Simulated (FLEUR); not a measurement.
# FeNi3 (Awaruite): magnetism against the volume

How does the volume change the magnetic state of FeNi3 (Awaruite)?

Method: LDA (VWN); all-electron FLAPW, Dirac cores, scalar-relativistic bands, in FLEUR MaX-R8.1.

### Step 1. The starting structure

It takes space group Pm-3m (No. 221, cubic). The conventional cell has a = 3.545 Å, b = 3.545 Å, c = 3.545 Å, α = 90.00°, β = 90.00°, γ = 90.00°. Nearest to Fe lie 12 Ni at 2.51 Å. Ni has 4 Fe at 2.51 Å and 8 Ni at 2.51 Å nearest. Farther neighbours are not listed.

As a file:

```cif
data_structure
_symmetry_space_group_name_H-M 'Pm-3m'
_symmetry_Int_Tables_number 221
_cell_length_a 3.5450
_cell_length_b 3.5450
_cell_length_c 3.5450
_cell_angle_alpha 90.000
_cell_angle_beta 90.000
_cell_angle_gamma 90.000
_cell_volume 44.55
loop_
_atom_site_label
_atom_site_type_symbol
_atom_site_symmetry_multiplicity
_atom_site_Wyckoff_symbol
_atom_site_fract_x
_atom_site_fract_y
_atom_site_fract_z
_atom_site_occupancy
Fe1 Fe 1 a 0.00000 0.00000 0.00000 1
Ni1 Ni 3 c 0.00000 0.50000 0.50000 1
```

### Step 2. Factor 1, start ferro ++++

The scan starts at the cell as given.

All lengths change alike; the factor is that of the volume. Atoms keep their fractional places. Spheres, Kmax and the mesh are the same at all points, the spheres being those of the tightest cell. inpgen writes inp.xml from crystal.txt; cutoffs, mixing, functional, smearing and local orbitals are then set in the file. The k list default-1 (kpts.xml, not shown) is a Γ-centred 8×8×8 mesh; where the ranks do not divide the number of points, some are split in two of half the weight.

inp.xml

```
<?xml version="1.0" encoding="UTF-8" standalone="no"?>
<fleurInput fleurInputVersion="0.39">
   <comment>
      FeNi3
   </comment>
   <calculationSetup>
      <cutoffs Kmax="3.71" Gmax="11.1" GmaxXC="11.1" numbands="0"/>
      <scfLoop itmax="110" minDistance="0.00002" maxIterBroyd="15" imix="Anderson" alpha="0.05" precondParam="0.0" spinf="2.0" sdNocoIR="T"/>
      <coreElectrons ctail="T" frcor="F" kcrel="0" coretail_lmax="0"/>
      <xcFunctional name="vwn" relativisticCorrections="F"/>
      <magnetism jspins="2"/>
      <soc l_soc="F" theta="0.0" phi="0.0" spav="F"/>
      <expertModes spex="0" secvar="F"/>
      <geometryOptimization l_f="F" forcealpha="1.0" forcemix="BFGS" epsdisp="0.00001" epsforce="0.00001"/>
      <ldaU l_linMix="F" mixParam="0.05" spinf="1.0"/>
   </calculationSetup>
   <cell>
      <bzIntegration valenceElectrons="70.0" mode="hist" fermiSmearingEnergy="0.00183747">
         <kPointListSelection listName="default-1"/>
         <xi:include xmlns:xi="http://www.w3.org/2001/XInclude" href="kpts.xml"> </xi:include>
      </bzIntegration>
      <xi:include xmlns:xi="http://www.w3.org/2001/XInclude" href="sym.xml"> </xi:include>
      <bulkLattice scale="1.0">
         <bravaisMatrix>
            <row-1>    6.6990791117069994     0.0000000000000000     0.0000000000000000</row-1>
            <row-2>    0.0000000000000000     6.6990791117069994     0.0000000000000000</row-2>
            <row-3>    0.0000000000000000     0.0000000000000000     6.6990791117069994</row-3>
         </bravaisMatrix>
      </bulkLattice>
   </cell>
   <atomSpecies>
      <species name="Iron (Fe) 2.800" element="Fe" atomicNumber="26">
         <mtSphere radius="2.21" gridPoints="731" logIncrement="0.017"/>
         <atomicCutoffs lmax="8" lnonsphr="6"/>
         <electronConfig flipSpins="F">
            <coreConfig>(1s1/2) (2s1/2) (2p1/2) (2p3/2)</coreConfig>
            <valenceConfig>(3s1/2) (3p1/2) (3p3/2) (4s1/2) (3d3/2) (3d5/2)</valenceConfig>
            <stateOccupation state="(3d3/2)" spinUp="1.4" spinDown="1.0"/>
            <stateOccupation state="(3d5/2)" spinUp="3.0" spinDown="0.6"/>
         </electronConfig>
         <energyParameters s="4" p="4" d="3" f="4"/>
         <lo type="SCLO" l="0" n="3" eDeriv="0"/>
         <lo type="SCLO" l="1" n="3" eDeriv="0"/>
      </species>
      <species name="Nickel (Ni1.001" element="Ni" atomicNumber="28">
         <mtSphere radius="2.21" gridPoints="731" logIncrement="0.017"/>
         <atomicCutoffs lmax="8" lnonsphr="6"/>
         <electronConfig flipSpins="F">
            <coreConfig>(1s1/2) (2s1/2) (2p1/2) (2p3/2)</coreConfig>
            <valenceConfig>(3s1/2) (3p1/2) (3p3/2) (4s1/2) (3d3/2) (3d5/2)</valenceConfig>
            <stateOccupation state="(3d3/2)" spinUp="1.6" spinDown="1.6"/>
            <stateOccupation state="(3d5/2)" spinUp="2.9005" spinDown="1.8995"/>
         </electronConfig>
         <energyParameters s="4" p="4" d="3" f="4"/>
         <lo type="SCLO" l="0" n="3" eDeriv="0"/>
         <lo type="SCLO" l="1" n="3" eDeriv="0"/>
      </species>
   </atomSpecies>
   <atomGroups>
      <atomGroup species="Iron (Fe) 2.800">
         <relPos label="                   1">.0000000000 .0000000000 .0000000000</relPos>
         <force calculate="T" relaxXYZ="TTT"/>
      </atomGroup>
      <atomGroup species="Nickel (Ni1.001">
         <relPos label="                   2">.0000000000 1.000/2.000 1.000/2.000</relPos>
         <relPos label="                   3">1.000/2.000 .0000000000 1.000/2.000</relPos>
         <relPos label="                   4">1.000/2.000 1.000/2.000 .0000000000</relPos>
         <force calculate="T" relaxXYZ="TTT"/>
      </atomGroup>
   </atomGroups>
   <output dos="F" band="F" slice="F">
      <bandDOS minEnergy="-.5*Htr" maxEnergy="0.5*Htr" sigma="0.015" storeEVData="T"/>
      <plotting iplot="0" polar="F">
         <plot TwoD="T" vec1="  1.0  0.0  0.0" vec2="  0.0  1.0  0.0" vec3="  0.0  0.0  1.0" zero="  0.0  0.0  0.0" file="plot"/>
      </plotting>
      <moessbauerParams electricFieldGradient="F" isomerShift="F" coreHyperfine="F" valenceHyperfine="F"/>
   </output>
</fleurInput>
```

crystal.txt

```
FeNi3
&input film=F cartesian=F /
3.54500000000  0.00000000000  0.00000000000
0.00000000000  3.54500000000  0.00000000000
0.00000000000  0.00000000000  3.54500000000
1.8897261246
1.0 1.0 1.0

4
26 0.00000000000  0.00000000000  0.00000000000 : 2.800
28 0.00000000000  0.50000000000  0.50000000000 : 1.001
28 0.50000000000  0.00000000000  0.50000000000 : 1.001
28 0.50000000000  0.50000000000  0.00000000000 : 1.001

&kpt div1=8 div2=8 div3=8 gamma=T /
```

Command:

```sh
> OMP_NUM_THREADS=1 inpgen -f crystal.txt > inpgen.log  # inp.xml is then edited as shown
> OMP_NUM_THREADS=1 mpirun -n 4 fleur_MPI > fleur.log
```

The log of the run:

```text
Welcome to FLEUR        (www.flapw.de)
      MaX-Release 8.1          (www.max-centre.eu)

 ========== k-point set info ==========
 Selected k-point list: default-1
 k-point list type: mesh
 0 x 0 x 0
 Number of k points: 36

 ------------Calculation Setup---------------------------
 Number of MPI-tasks      :            4
 Number of PE/node        :            4
 Number of OMP-threads    :            1
 k-points in parallel     :            4
 pe's per k-point         :            1
 No of k-point loops      :            9
 Eigenvalue solver        :       lapack
 Number of basis functions:          304
 Approximate size of matrices (H+S) per k-point:         0.001 GB
 --------------------------------------------------------
 Iteration:     1   Distance:      22.41148212 me/bohr^3
 Iteration:     2   Distance:       9.90688221 me/bohr^3
 Iteration:     3   Distance:       7.56894337 me/bohr^3
 Iteration:     4   Distance:       8.67440888 me/bohr^3
 Iteration:     5   Distance:       5.27743471 me/bohr^3
 Iteration:     6   Distance:       1.15551226 me/bohr^3
 Iteration:     7   Distance:       1.06525000 me/bohr^3
 Iteration:     8   Distance:       0.76519190 me/bohr^3
 Iteration:     9   Distance:       0.52718617 me/bohr^3
 Iteration:    10   Distance:       0.17862132 me/bohr^3
 Iteration:    11   Distance:       0.15817893 me/bohr^3
 Iteration:    12   Distance:       0.06106935 me/bohr^3
 Iteration:    13   Distance:       0.07034481 me/bohr^3
 Iteration:    14   Distance:       0.01650619 me/bohr^3
 Iteration:    15   Distance:       0.01766768 me/bohr^3
 Iteration:    16   Distance:       0.01183032 me/bohr^3
 Iteration:    17   Distance:       0.01147048 me/bohr^3
 Iteration:    18   Distance:       0.00409317 me/bohr^3
 Iteration:    19   Distance:       0.00205632 me/bohr^3
 Iteration:    20   Distance:       0.00063901 me/bohr^3
 Iteration:    21   Distance:       0.00147206 me/bohr^3
 Iteration:    22   Distance:       0.00081807 me/bohr^3
 Iteration:    23   Distance:       0.00011489 me/bohr^3
 Iteration:    24   Distance:       0.00004233 me/bohr^3
 Iteration:    25   Distance:       0.00001162 me/bohr^3

 ********************************************************************
 Run finished successfully
 Stop message:
   all done
 ********************************************************************

--- out.xml (last complete iteration) ---
<iteration numberForCurrentRun="   25" overallNumber="   25">
         [... left out ...]
         <bandgap value="0.0010412325" units="eV"/>
         <sumValenceSingleParticleEnergies value="-62.9868316621" units="Htr"/>
         <FermiEnergy value="0.3294134594" units="Htr"/>
         <valenceDensity>
            <mtCharges spin="1">
               <mtCharge atomType="1" total="8.7144267" s="1.1763563" p="3.1514839" d="4.3725289" f="0.0110239"/>
               <mtCharge atomType="2" total="8.7863293" s="1.1959597" p="3.1651411" d="4.4115658" f="0.0105621"/>
            </mtCharges>
            <mtCharges spin="2">
               <mtCharge atomType="1" total="5.8658104" s="1.1653105" p="3.1456684" d="1.5403747" f="0.0114651"/>
               <mtCharge atomType="2" total="8.1525848" s="1.2056154" p="3.1896699" d="3.7453284" f="0.0093739"/>
            </mtCharges>
            <spinDependentCharge spin="1" total="37.3276708" interstitial="2.2542563" mtSpheres="35.0734146"/>
            <spinDependentCharge spin="2" total="32.6723292" interstitial="2.3487644" mtSpheres="30.3235648"/>
            <totalCharge value="70.0000000000"/>
         </valenceDensity>
         [... left out ...]
         <magneticMomentsInMTSpheres units="muBohr">
            <globalMagMoment atomType="1" vec="0.00000   0.00000   2.84862"/>
            <localMagMoment atomType="1" vec="0.00000   0.00000   2.84862"/>
            <globalMagMoment atomType="2" vec="0.00000   0.00000   0.63374"/>
            <localMagMoment atomType="2" vec="0.00000   0.00000   0.63374"/>
         </magneticMomentsInMTSpheres>
         [... left out ...]
         <totalEnergy value="    -5825.8162581830" units="Htr">
            <sumOfEigenvalues value="    -3346.5593450233">
               <coreElectrons value="-3283.5725133611"/>
               <valenceElectrons value="-62.9868316621"/>
            </sumOfEigenvalues>
            <densityCoulombPotentialIntegral value="-8945.5634095169"/>
            <densityEffectivePotentialIntegral value="-9259.3652560749"/>
            <chargeDenXCDenIntegral value="-237.0393597179"/>
            <FockExchangeEnergyValence value="0.0000000000"/>
            <FockExchangeEnergyCore value="0.0000000000"/>
         [... left out ...]
            <tkbTimesEntropy value="0.0010260996"/>
            <freeEnergy value="-5825.8172842826"/>
            <extrapolationTo0K value="-5825.8167712328"/>
         </totalEnergy>
         <densityConvergence units="me/bohr^3">
            <chargeDensity spin="1" distance="0.0000047132"/>
            <chargeDensity spin="2" distance="0.0000097546"/>
            <overallChargeDensity distance="0.0000116161"/>
            <spinDensity distance="0.0000099899"/>
         </densityConvergence>
      </iteration>
```

Elapsed: 22 s, on 4 MPI ranks of Arm Neoverse V2, shared host; peak memory 0.2 GiB; 86 s of CPU time.

Spin moment in the muffin-tin sphere by atom:

| atom | spin moment in the muffin-tin sphere (μB) |
| --- | --- |
| Fe1 | 2.85 |
| Ni2 | 0.63 |
| Ni3 | 0.63 |
| Ni4 | 0.63 |

This step gave:

```
free energy                                                       : -158528.5643 eV
program's band gap on this mesh (in a metal only a level spacing) : 0.001041 eV
magnetization                                                     : 4.655 μB
final state                                                       : ferromagnetic
```

After 25 cycles the largest moment stands at 2.85 μB.

### Step 3. Factor 1, start ferri ++--

inp.xml, as its differences from that of step 2:

```diff
@@ -57,2 +57,15 @@
       </species>
+      <species name="Nickel (Ni-1.001" element="Ni" atomicNumber="28">
+         <mtSphere radius="2.21" gridPoints="731" logIncrement="0.017"/>
+         <atomicCutoffs lmax="8" lnonsphr="6"/>
+         <electronConfig flipSpins="F">
+            <coreConfig>(1s1/2) (2s1/2) (2p1/2) (2p3/2)</coreConfig>
+            <valenceConfig>(3s1/2) (3p1/2) (3p3/2) (4s1/2) (3d3/2) (3d5/2)</valenceConfig>
+            <stateOccupation state="(3d3/2)" spinUp="1.6" spinDown="1.6"/>
+            <stateOccupation state="(3d5/2)" spinUp="1.8995" spinDown="2.9005"/>
+         </electronConfig>
+         <energyParameters s="4" p="4" d="3" f="4"/>
+         <lo type="SCLO" l="0" n="3" eDeriv="0"/>
+         <lo type="SCLO" l="1" n="3" eDeriv="0"/>
+      </species>
    </atomSpecies>
@@ -65,2 +78,5 @@
          <relPos label="                   2">.0000000000 1.000/2.000 1.000/2.000</relPos>
+         <force calculate="T" relaxXYZ="TTT"/>
+      </atomGroup>
+      <atomGroup species="Nickel (Ni-1.001">
          <relPos label="                   3">1.000/2.000 .0000000000 1.000/2.000</relPos>
```

crystal.txt, as its differences from that of step 2:

```diff
@@ -11,4 +11,4 @@
 28 0.00000000000  0.50000000000  0.50000000000 : 1.001
-28 0.50000000000  0.00000000000  0.50000000000 : 1.001
-28 0.50000000000  0.50000000000  0.00000000000 : 1.001
+28 0.50000000000  0.00000000000  0.50000000000 : -1.001
+28 0.50000000000  0.50000000000  0.00000000000 : -1.001
```

The log of the run:

```text
[banner, memory and clock lines left out]
Welcome to FLEUR        (www.flapw.de)
      MaX-Release 8.1          (www.max-centre.eu)

 ========== k-point set info ==========
 Selected k-point list: default-1
 k-point list type: mesh
 0 x 0 x 0
 Number of k points: 76

 [... set-up left out ...]
 Iteration:     1   Distance:      32.89670944 me/bohr^3
 Iteration:     2   Distance:      28.12268188 me/bohr^3
 Iteration:     3   Distance:      23.87267268 me/bohr^3
 Iteration:     4   Distance:      26.91154816 me/bohr^3
 Iteration:     5   Distance:      15.09493904 me/bohr^3
 Iteration:     6   Distance:      14.73698013 me/bohr^3
 Iteration:     7   Distance:      10.52375856 me/bohr^3
 Iteration:     8   Distance:       7.60197446 me/bohr^3
[... lines left out ...]
[... 15 iterations left out ...]
[... lines left out ...]
 Iteration:    30   Distance:       0.00022366 me/bohr^3
 Iteration:    31   Distance:       0.00021800 me/bohr^3
 Iteration:    32   Distance:       0.00008665 me/bohr^3
 Iteration:    33   Distance:       0.00007486 me/bohr^3
 Iteration:    34   Distance:       0.00002912 me/bohr^3
 Iteration:    35   Distance:       0.00001897 me/bohr^3

 ********************************************************************
 Run finished successfully
 Stop message:
   all done
 ********************************************************************

--- out.xml (last complete iteration) ---
<iteration numberForCurrentRun="   35" overallNumber="   35">
         [... left out ...]
         <bandgap value="0.0010412251" units="eV"/>
         <sumValenceSingleParticleEnergies value="-62.9868306600" units="Htr"/>
         <FermiEnergy value="0.3294134717" units="Htr"/>
         [... left out ...]
         <magneticMomentsInMTSpheres units="muBohr">
            <globalMagMoment atomType="1" vec="0.00000   0.00000   2.84862"/>
            <globalMagMoment atomType="2" vec="0.00000   0.00000   0.63374"/>
            <globalMagMoment atomType="3" vec="0.00000   0.00000   0.63374"/>
         </magneticMomentsInMTSpheres>
         [... left out ...]
         <totalEnergy value="    -5825.8162581808" units="Htr">
            <sumOfEigenvalues value="    -3346.5593453577">
               <coreElectrons value="-3283.5725146978"/>
               <valenceElectrons value="-62.9868306600"/>
            </sumOfEigenvalues>
         [... left out ...]
            <freeEnergy value="-5825.8172842808"/>
            <extrapolationTo0K value="-5825.8167712308"/>
         </totalEnergy>
         <densityConvergence units="me/bohr^3">
            <chargeDensity spin="1" distance="0.0000104605"/>
            <chargeDensity spin="2" distance="0.0000113765"/>
            <overallChargeDensity distance="0.0000108538"/>
            <spinDensity distance="0.0000189707"/>
         </densityConvergence>
      </iteration>
```

Run time: 59 s. Hardware: 4 MPI ranks; peak memory 0.24 GiB; 3.9 min of CPU time.

Spin moment in the muffin-tin sphere by atom:

| atom | spin moment in the muffin-tin sphere (μB) |
| --- | --- |
| Fe1 | 2.85 |
| Ni2 | 0.63 |
| Ni3 | 0.63 |
| Ni4 | 0.63 |

Numbers from this step:

```
free energy                                                       : -158528.5643 eV
program's band gap on this mesh (in a metal only a level spacing) : 0.001041 eV
magnetization                                                     : 4.655 μB
final state                                                       : ferromagnetic
```

The typed pattern was not kept: a seeded moment turned or collapsed.

After 35 cycles the largest moment stands at 2.85 μB.

(Part 1 of 2 ends here.)

[Logs and program files are shortened in this print: banners, set-up blocks, solver, clock and traceback lines can be left out without a mark of their own.]

[Logs are printed without paths, hosts, clocks, repeated set-up lines and the standing remarks that a program may print on its own settings, such as how far it seeks lower states.]

[Hosts, paths, dates, database ids (printed as entryN), source tags and the programs' standing remarks are cut or masked in the printed files.]

[Where a cell is said to come from a database of computed structures, the database is the Materials Project.]
